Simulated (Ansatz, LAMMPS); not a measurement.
## Binding across the interface in amorphous film on crystalline Si with 5 % C on Si sites, (110) (192 atoms)

Aim: the interaction energy between the two parts of amorphous film on crystalline Si with 5 % C on Si sites, (110) (192 atoms) and its distance dependence.

Program: Ansatz 0.2.0. Level of theory: Kohn-Sham DFT, PBE, PAW (set soft_2), plane waves. Results are calculated unless marked as measured.

**1. The structure**

The cell holds 192 atoms: 182 Si and 10 C. Cell: a = 10.864 Å, b = 15.364 Å, c = 35.661 Å, α = 90.0°, β = 90.0°, γ = 90.0°. It derives from Si (diamond Si) and C. A 2 x 2 x 3 block of diamond Si (a = 5.432 Å), 5 % of Si replaced at random by C with its (110) planes normal to z; the lower 33 % held fixed, the rest melted at 3500 K for 10 ps and cooled to 500 K at 100 K/ps with the Tersoff potential (Tersoff, Phys. Rev. B 39, 5566 (1989)); then all atoms free for 10 ps at 500 K, under 12 Å of vacuum. Regions: crystal, 64 atoms (62 Si and 2 C); amorphous, 128 atoms (120 Si and 8 C). Vacuum lies along c.

Limits known from the start: The network of bonds at the start is that of the classical potential that made the cell, and needn't be the one that DFT or experiment would give. The main run has no spin polarisation, so any moments at edges, vacancies or dangling bonds can't form in it. The Brillouin zone is sampled at Γ only, in a cell whose shortest periodic width is 11 Å.

**2. Single point at the start**

The forces at the start show how far the geometry lies from a minimum of this functional.

input.yaml reads:

```yaml
crystal:
  lattice:
    - [10.864, 0.0, 0.0]
    - [0.0, 15.36402, 0.0]
    - [0.0, 0.0, 35.66062]
  atoms:
    - { symbol: Si, position: [0.02181, 0.80784, 0.96207] }
    - { symbol: Si, position: [0.15471, 0.81276, 0.01095] }
    - { symbol: Si, position: [0.28596, 0.18776, 0.00901] }
    - { symbol: Si, position: [0.41295, 0.17487, 0.06543] }
    - { symbol: Si, position: [0.27114, 0.94914, 0.00284] }
    - { symbol: Si, position: [0.40216, 0.97498, 0.05882] }
    - { symbol: Si, position: [0.01818, 0.80762, 0.06318] }
    - { symbol: Si, position: [0.14732, 0.8271, 0.11998] }
    - { symbol: Si, position: [0.02821, 0.06946, 0.05631] }
    - { symbol: Si, position: [0.10701, 0.06497, 0.12043] }
    - { symbol: Si, position: [0.26523, 0.95517, 0.11194] }
    - { symbol: Si, position: [0.40286, 0.94058, 0.95179] }
    - { symbol: Si, position: [0.26636, 0.17872, 0.11903] }
    - { symbol: Si, position: [0.40329, 0.19515, 0.95491] }
    - { symbol: Si, position: [0.99577, 0.07123, 0.96017] }
    - { symbol: Si, position: [0.1525, 0.07118, 0.00323] }
    - { symbol: Si, position: [0.99785, 0.30466, 0.95894] }
    - { symbol: Si, position: [0.15116, 0.314, 0.00645] }
    - { symbol: Si, position: [0.2754, 0.69189, 0.01227] }
    - { symbol: Si, position: [0.39375, 0.69833, 0.06587] }
    - { symbol: Si, position: [0.29138, 0.43987, 0.00468] }
    - { symbol: Si, position: [0.39663, 0.44471, 0.06356] }
    - { symbol: Si, position: [0.02452, 0.3128, 0.06401] }
    - { symbol: Si, position: [0.15526, 0.3097, 0.11483] }
    - { symbol: Si, position: [0.03149, 0.56204, 0.06238] }
    - { symbol: Si, position: [0.14329, 0.57192, 0.11542] }
    - { symbol: Si, position: [0.26726, 0.44268, 0.1189] }
    - { symbol: C, position: [0.4198, 0.44019, 0.97054] }
    - { symbol: Si, position: [0.26629, 0.68722, 0.11977] }
    - { symbol: Si, position: [0.39178, 0.67992, 0.95542] }
    - { symbol: Si, position: [0.00593, 0.5594, 0.95951] }
    - { symbol: Si, position: [0.16123, 0.56019, 0.00379] }
    [... 154 atom lines left out ...]
    - { symbol: Si, position: [0.0504, 0.85577, 0.55681] }
    - { symbol: Si, position: [0.51237, 0.5569, 0.25756] }
    - { symbol: Si, position: [0.1906, 0.48708, 0.5158] }
    - { symbol: Si, position: [0.64771, 0.70439, 0.38652] }
    - { symbol: Si, position: [0.43665, 0.68863, 0.2902] }
    - { symbol: Si, position: [0.49637, 0.20206, 0.53419] }
kpoints:
  mp_grid: { grid: [1, 1, 1] }
hamiltonian:
  xc: pbe
scf:
  occupations: { method: gaussian, width: 0.05 }
output:
  forces: true
```

On the command line:

```sh
$ ansatz run input.yaml --threads 4 --pin off --max-ram 15872MiB --backend cpu --events-out ev --progress --plain --runs-dir out
```

Numbers of over 12 decimals in the logs are rounded to 6 here.

The program printed:

```text
[...]
Pseudopotentials: kind: paw
Pseudopotential: Si, paw, valence charge 4, recommended cutoff 420 eV (normal), Si.paw.azcp
Pseudopotential: C, paw, valence charge 4, recommended cutoff 420 eV (normal), C.paw.azcp
[... 5 lines on functional and potentials left out ...]
Crystal: 192 atoms, lattice volume = 5952.282 Å³
Basis set: ecut = 420 eV, 116373 PW (Γ), exchange–correlation on 150×216×480 points (8 copies of the dense FFT grid, shifted against one another)
Bands: 576, of which v1, the nominal top of the filled ones, is band 384 counted from 1 (383 counted from 0)
Symmetry: 1 space group operations
Space group: P1 (ITA 1), of the structure as read, at distance tolerance 1.8e-4 Å
k-points: 1
[... 5 lines on functional and potentials left out ...]
Initial density: superposition of atomic densities (neutral atoms: chi_scale 0, normalization atom), corrected by the library's trained network
Initial wavefunctions: pseudopotential atomic-orbital guess
[...]
SCF iter   1: F=—  HF=-118147.606137 eV  |F-HF|=—  |Δ(HF+E_count)|=         —  Δρ=3.96e-3  dr2=7.86e0  ethr=1.77e-3  ⟨swp⟩=8.0  Hψ=3323  notcnv=0  defer=121
preconditioner: auto → LDOS  [metal: Δε(μ)=0.039 eV  Ē_g=7.579 eV  σ=0.050 eV  W_gap=0.42  n_scr=728 (ndim 8)  ℏωp=13.3 eV  f_vac=0.320  D(μ)=60.72/eV (n_scr^D=256)  β→1.0]
[...]
SCF iter  14: F=—  HF=-118147.139883 eV  |F-HF|=—  |Δ(HF+E_count)|=   5.09e-9  Δρ=7.96e-7  dr2=1.56e-7  ethr=5.60e-11  ⟨swp⟩=2.0  Hψ=578  notcnv=0  defer=174
SCF iter  15: F=-118147.139883 eV  HF=-118147.139883 eV  |F-HF|=3.75e-8  |Δ(HF+E_count)|=   9.52e-9  Δρ=4.18e-7  dr2=5.08e-8  ethr=1.30e-11  ⟨swp⟩=4.0  Hψ=1575  notcnv=0
SCF 1 converged in 15 iterations: F = -118147.139883 eV  dr2 = 5.08e-8
[...]
SCF converged after 15 iterations
Free energy (F): -118147.139883 eV
Harris-Foulkes:  -118147.139883 eV  (|F-HF|=3.75e-8)
Internal energy: -118147.031225 eV  (E = F + TS)
E sigma→0 (E₀):  -118147.085554 eV
Entropy (-TS):   -0.108658 eV (-0.566 meV/atom)
Fermi energy:    2.273302 eV
--- Per-component energies (eV) ---
[...]
Σ components = -118147.139883   (vs F -118147.139883, Δ=0.00e0)
--- Forces (eV/Å), atoms counted from 1 ---
  atom   1  Si    -0.54200620     0.94409022    -0.41815427
  atom   2  Si     0.21831761     1.19816237     0.36733104
  atom   3  Si    -0.05199738     0.75134460     0.48786366
  atom   4  Si    -0.86342054     0.20381181    -0.06986648
[...]
atom 192  Si     0.73839052     0.66627580     0.87339965
  max |Σ_I F_I| component: 2.20e-5 eV/Å
```

It took 70 s on 4 threads of AMD EPYC 9R14 (Zen 4), shared host; peak memory 7.7 GiB.

Reading the cycles: dr2 is the Hartree energy of the density residual (eV), the measure of convergence; HF is the Harris–Foulkes estimate of the energy, which meets the free energy F at convergence.

The r.m.s. force at the start is 0.65 eV/Å.

**3. Relaxation**

With the cell held, the atoms are moved downhill towards a nearby minimum.

input.yaml reads:

```yaml
crystal:
  lattice:
    - [10.864, 0.0, 0.0]
    - [0.0, 15.36402, 0.0]
    - [0.0, 0.0, 35.66062]
  atoms:
    [... the 192 atom lines of step 2 ...]
kpoints:
  mp_grid: { grid: [1, 1, 1] }
hamiltonian:
  xc: pbe
scf:
  occupations: { method: gaussian, width: 0.05 }
output:
  forces: true
relax:
  f_tol: 0.05
  max_steps: 120
```

The program printed:

```text
[...]
Crystal: 192 atoms, lattice volume = 5952.282 Å³
Basis set: ecut = 420 eV, 116373 PW (Γ), exchange–correlation on 150×216×480 points (8 copies of the dense FFT grid, shifted against one another)
Bands: 576, of which v1, the nominal top of the filled ones, is band 384 counted from 1 (383 counted from 0)
Symmetry: 1 space group operations
[...]
k-points: 1
[...]
SCF iter   1: F=—  HF=-118147.606128 eV  |F-HF|=—  |Δ(HF+E_count)|=         —  Δρ=3.96e-3  dr2=7.86e0  ethr=1.77e-3  ⟨swp⟩=8.0  Hψ=3323  notcnv=0  defer=121
[...]
SCF iter   8: F=—  HF=-118147.139884 eV  |F-HF|=—  |Δ(HF+E_count)|=   2.56e-5  Δρ=2.16e-5  dr2=9.73e-5  ethr=5.91e-8  ⟨swp⟩=2.0  Hψ=618  notcnv=0  defer=174
SCF iter   9: F=-118147.139863 eV  HF=-118147.139883 eV  |F-HF|=2.00e-5  |Δ(HF+E_count)|=   7.72e-7  Δρ=1.02e-5  dr2=2.71e-5  ethr=8.14e-9  ⟨swp⟩=4.0  Hψ=1578  notcnv=0
SCF 1 converged in 9 iterations: F = -118147.139863 eV  dr2 = 2.71e-5
[...]
relax step   1: F+E_penalty+E_count = -118147.13986344 eV  Δ(F+E_penalty+E_count) = +0.000e0 eV  max|allowed force component| = 2.547e0 eV/Å  Δτ_max = 0.0000 Å  (9 SCF iters, dr2 threshold 6.25e-5 eV, accepted)
[...]
relax step   2: F+E_penalty+E_count = -118155.94821959 eV  Δ(F+E_penalty+E_count) = -8.808e0 eV  max|allowed force component| = 1.010e0 eV/Å  Δτ_max = 0.1949 Å  (8 SCF iters, dr2 threshold 1.00e-4 eV, accepted)
[...]
relax step   3: F+E_penalty+E_count = -118158.64380199 eV  Δ(F+E_penalty+E_count) = -2.696e0 eV  max|allowed force component| = 6.661e-1 eV/Å  Δτ_max = 0.1996 Å  (8 SCF iters, dr2 threshold 6.38e-5 eV, accepted)
relax step   4: F+E_penalty+E_count = -118159.57446759 eV  Δ(F+E_penalty+E_count) = -9.307e-1 eV  max|allowed force component| = 4.446e-1 eV/Å  Δτ_max = 0.1938 Å  (7 SCF iters, dr2 threshold 6.98e-5 eV, accepted)
relax step   5: F+E_penalty+E_count = -118160.28591638 eV  Δ(F+E_penalty+E_count) = -7.114e-1 eV  max|allowed force component| = 4.680e-1 eV/Å  Δτ_max = 0.1996 Å  (7 SCF iters, dr2 threshold 8.59e-5 eV, accepted)
relax step   6: F+E_penalty+E_count = -118160.79719175 eV  Δ(F+E_penalty+E_count) = -5.113e-1 eV  max|allowed force component| = 6.531e-1 eV/Å  Δτ_max = 0.1930 Å  (7 SCF iters, dr2 threshold 9.75e-5 eV, accepted)
relax step   7: F+E_penalty+E_count = -118161.25537529 eV  Δ(F+E_penalty+E_count) = -4.582e-1 eV  max|allowed force component| = 6.661e-1 eV/Å  Δτ_max = 0.1900 Å  (7 SCF iters, dr2 threshold 1.00e-4 eV, accepted)
relax step   8: F+E_penalty+E_count = -118161.71040255 eV  Δ(F+E_penalty+E_count) = -4.550e-1 eV  max|allowed force component| = 3.598e-1 eV/Å  Δτ_max = 0.1963 Å  (7 SCF iters, dr2 threshold 1.00e-4 eV, accepted)
relax step   9: F+E_penalty+E_count = -118162.05557053 eV  Δ(F+E_penalty+E_count) = -3.452e-1 eV  max|allowed force component| = 3.900e-1 eV/Å  Δτ_max = 0.1954 Å  (8 SCF iters, dr2 threshold 3.78e-5 eV, accepted)
relax step  10: F+E_penalty+E_count = -118162.33538843 eV  Δ(F+E_penalty+E_count) = -2.798e-1 eV  max|allowed force component| = 2.013e-1 eV/Å  Δτ_max = 0.1956 Å  (7 SCF iters, dr2 threshold 4.44e-5 eV, accepted)
relax step  11: F+E_penalty+E_count = -118162.57241431 eV  Δ(F+E_penalty+E_count) = -2.370e-1 eV  max|allowed force component| = 2.142e-1 eV/Å  Δτ_max = 0.1952 Å  (9 SCF iters, dr2 threshold 1.08e-5 eV, accepted)
relax step  12: F+E_penalty+E_count = -118162.79771014 eV  Δ(F+E_penalty+E_count) = -2.253e-1 eV  max|allowed force component| = 2.324e-1 eV/Å  Δτ_max = 0.1908 Å  (9 SCF iters, dr2 threshold 1.22e-5 eV, accepted)
relax step  13: F+E_penalty+E_count = -118163.05776439 eV  Δ(F+E_penalty+E_count) = -2.601e-1 eV  max|allowed force component| = 4.420e-1 eV/Å  Δτ_max = 0.1951 Å  (8 SCF iters, dr2 threshold 5.40e-5 eV, accepted)
relax step  14: F+E_penalty+E_count = -118163.40495053 eV  Δ(F+E_penalty+E_count) = -3.472e-1 eV  max|allowed force component| = 5.642e-1 eV/Å  Δτ_max = 0.1948 Å  (8 SCF iters, dr2 threshold 1.00e-4 eV, accepted)
relax step  15: F+E_penalty+E_count = -118163.61786290 eV  Δ(F+E_penalty+E_count) = -2.129e-1 eV  max|allowed force component| = 6.325e-1 eV/Å  Δτ_max = 0.1947 Å  (8 SCF iters, dr2 threshold 1.00e-4 eV, accepted)
relax step  16: F+E_penalty+E_count = -118163.89687405 eV  Δ(F+E_penalty+E_count) = -2.790e-1 eV  max|allowed force component| = 4.651e-1 eV/Å  Δτ_max = 0.1401 Å  (8 SCF iters, dr2 threshold 1.00e-4 eV, accepted)
relax step  17: F+E_penalty+E_count = -118164.04021462 eV  Δ(F+E_penalty+E_count) = -1.433e-1 eV  max|allowed force component| = 4.650e-1 eV/Å  Δτ_max = 0.1921 Å  (8 SCF iters, dr2 threshold 1.00e-4 eV, accepted)
relax step  18: F+E_penalty+E_count = -118164.20891500 eV  Δ(F+E_penalty+E_count) = -1.687e-1 eV  max|allowed force component| = 1.476e-1 eV/Å  Δτ_max = 0.0884 Å  (6 SCF iters, dr2 threshold 1.00e-4 eV, accepted)
relax step  19: F+E_penalty+E_count = -118164.28183987 eV  Δ(F+E_penalty+E_count) = -7.292e-2 eV  max|allowed force component| = 1.598e-1 eV/Å  Δτ_max = 0.1382 Å  (10 SCF iters, accepted)
relax step  20: F+E_penalty+E_count = -118164.35722577 eV  Δ(F+E_penalty+E_count) = -7.539e-2 eV  max|allowed force component| = 1.943e-1 eV/Å  Δτ_max = 0.1946 Å  (8 SCF iters, dr2 threshold 2.57e-6 eV, accepted)
relax step  21: F+E_penalty+E_count = -118164.40768527 eV  Δ(F+E_penalty+E_count) = -5.046e-2 eV  max|allowed force component| = 1.772e-1 eV/Å  Δτ_max = 0.1952 Å  (6 SCF iters, dr2 threshold 3.77e-5 eV, accepted)
relax step  22: F+E_penalty+E_count = -118164.44714896 eV  Δ(F+E_penalty+E_count) = -3.946e-2 eV  max|allowed force component| = 1.600e-1 eV/Å  Δτ_max = 0.0916 Å  (6 SCF iters, dr2 threshold 2.61e-5 eV, accepted)
relax step  23: F+E_penalty+E_count = -118164.48768230 eV  Δ(F+E_penalty+E_count) = -4.053e-2 eV  max|allowed force component| = 1.641e-1 eV/Å  Δτ_max = 0.0917 Å  (6 SCF iters, dr2 threshold 2.09e-5 eV, accepted)
relax step  24: F+E_penalty+E_count = -118164.51601369 eV  Δ(F+E_penalty+E_count) = -2.833e-2 eV  max|allowed force component| = 9.900e-2 eV/Å  Δτ_max = 0.0782 Å  (6 SCF iters, dr2 threshold 2.19e-5 eV, accepted)
relax step  25: F+E_penalty+E_count = -118164.53194278 eV  Δ(F+E_penalty+E_count) = -1.593e-2 eV  max|allowed force component| = 9.783e-2 eV/Å  Δτ_max = 0.0357 Å  (7 SCF iters, dr2 threshold 3.57e-6 eV, accepted)
relax step  26: F+E_penalty+E_count = -118164.55286930 eV  Δ(F+E_penalty+E_count) = -2.093e-2 eV  max|allowed force component| = 1.618e-1 eV/Å  Δτ_max = 0.0777 Å  (7 SCF iters, dr2 threshold 3.49e-6 eV, accepted)
relax step  27: F+E_penalty+E_count = -118164.61043570 eV  Δ(F+E_penalty+E_count) = -5.757e-2 eV  max|allowed force component| = 4.773e-1 eV/Å  Δτ_max = 0.1900 Å  (6 SCF iters, dr2 threshold 2.56e-5 eV, accepted)
relax step  28: F+E_penalty+E_count = -118164.68205689 eV  Δ(F+E_penalty+E_count) = -7.162e-2 eV  max|allowed force component| = 3.396e-1 eV/Å  Δτ_max = 0.1941 Å  (6 SCF iters, dr2 threshold 1.00e-4 eV, accepted)
relax step  29: F+E_penalty+E_count = -118164.76109470 eV  Δ(F+E_penalty+E_count) = -7.904e-2 eV  max|allowed force component| = 5.171e-1 eV/Å  Δτ_max = 0.1915 Å  (7 SCF iters, dr2 threshold 5.83e-5 eV, accepted)
relax step  30: F+E_penalty+E_count = -118164.81878299 eV  Δ(F+E_penalty+E_count) = -5.769e-2 eV  max|allowed force component| = 1.319e-1 eV/Å  Δτ_max = 0.1071 Å  (5 SCF iters, dr2 threshold 1.00e-4 eV, accepted)
relax step  31: F+E_penalty+E_count = -118164.83335493 eV  Δ(F+E_penalty+E_count) = -1.457e-2 eV  max|allowed force component| = 1.551e-1 eV/Å  Δτ_max = 0.0688 Å  (10 SCF iters, accepted)
relax step  32: F+E_penalty+E_count = -118164.84128417 eV  Δ(F+E_penalty+E_count) = -7.929e-3 eV  max|allowed force component| = 1.458e-1 eV/Å  Δτ_max = 0.0429 Å  (10 SCF iters, accepted)
relax step  33: F+E_penalty+E_count = -118164.85707732 eV  Δ(F+E_penalty+E_count) = -1.579e-2 eV  max|allowed force component| = 5.718e-2 eV/Å  Δτ_max = 0.0445 Å  (6 SCF iters, dr2 threshold 1.88e-5 eV, accepted)
relax step  34: F+E_penalty+E_count = -118164.87086715 eV  Δ(F+E_penalty+E_count) = -1.379e-2 eV  max|allowed force component| = 8.011e-2 eV/Å  Δτ_max = 0.0599 Å  (10 SCF iters, accepted)
relax step  35: F+E_penalty+E_count = -118164.87766217 eV  Δ(F+E_penalty+E_count) = -6.795e-3 eV  max|allowed force component| = 8.831e-2 eV/Å  Δτ_max = 0.0384 Å  (10 SCF iters, accepted)
relax step  36: F+E_penalty+E_count = -118164.88231155 eV  Δ(F+E_penalty+E_count) = -4.649e-3 eV  max|allowed force component| = 4.352e-2 eV/Å  Δτ_max = 0.0294 Å  (6 SCF iters, dr2 threshold 7.80e-6 eV, accepted)
[...]
relax step  37: F+E_penalty+E_count = -118164.88231489 eV  Δ(F+E_penalty+E_count) = -3.344e-6 eV  max|allowed force component| = 4.345e-2 eV/Å  Δτ_max = 0.0000 Å  (5 SCF iters, accepted)
SCF converged after 5 iterations
Free energy (F): -118164.882315 eV
[...]
Internal energy: -118164.878523 eV  (E = F + TS)
E sigma→0 (E₀):  -118164.880419 eV
Entropy (-TS):   -0.003792 eV (-0.020 meV/atom)
Fermi energy:    2.342707 eV
[...]
Σ components = -118164.882315   (vs F -118164.882315, Δ=0.00e0)
--- Forces (eV/Å), atoms counted from 1 ---
  atom   1  Si    -0.00274005     0.00053309    -0.00132665
  atom   2  Si     0.00057538     0.00003810    -0.00037199
  atom   3  Si    -0.00097919    -0.00148876     0.00078515
  atom   4  Si     0.00057569    -0.00034482     0.00060077
[...]
atom 192  Si    -0.00265379    -0.00022494    -0.00843843
  max |Σ_I F_I| component: 5.52e-5 eV/Å
--- Relaxed structure (37 steps of the walk, 37 accepted, 0 SCFs on fresh bases) ---
  F+E_penalty+E_count = -118164.88231489 eV   max|allowed force component| = 4.345e-2 eV/Å
  atoms:
    - { symbol: Si, position: [-0.000397512, 0.822111, 0.970909] }
    - { symbol: Si, position: [0.169808, 0.824268, 0.011113] }
    - { symbol: Si, position: [0.277082, 0.189419, 0.012321] }
    - { symbol: Si, position: [0.414172, 0.178796, 0.065255] }
[...]
- { symbol: Si, position: [0.449964, 0.205242, 0.539041] }
```

Run time: 25 min. Hardware: 4 threads; peak memory 7.7 GiB; 1.6 h of CPU time.

The relaxation converged after 37 steps, 17.7 eV below its start, with a largest force component of 0.043 eV/Å.

(Continued in part 2 of 3.)

[Logs are printed without paths, hosts, clocks, repeated set-up lines and the standing remarks that a program may print on its own settings, such as how far it seeks lower states.]

[Hosts, paths, dates, database ids (printed as entryN), source tags and the programs' standing remarks are cut or masked in the printed files.]
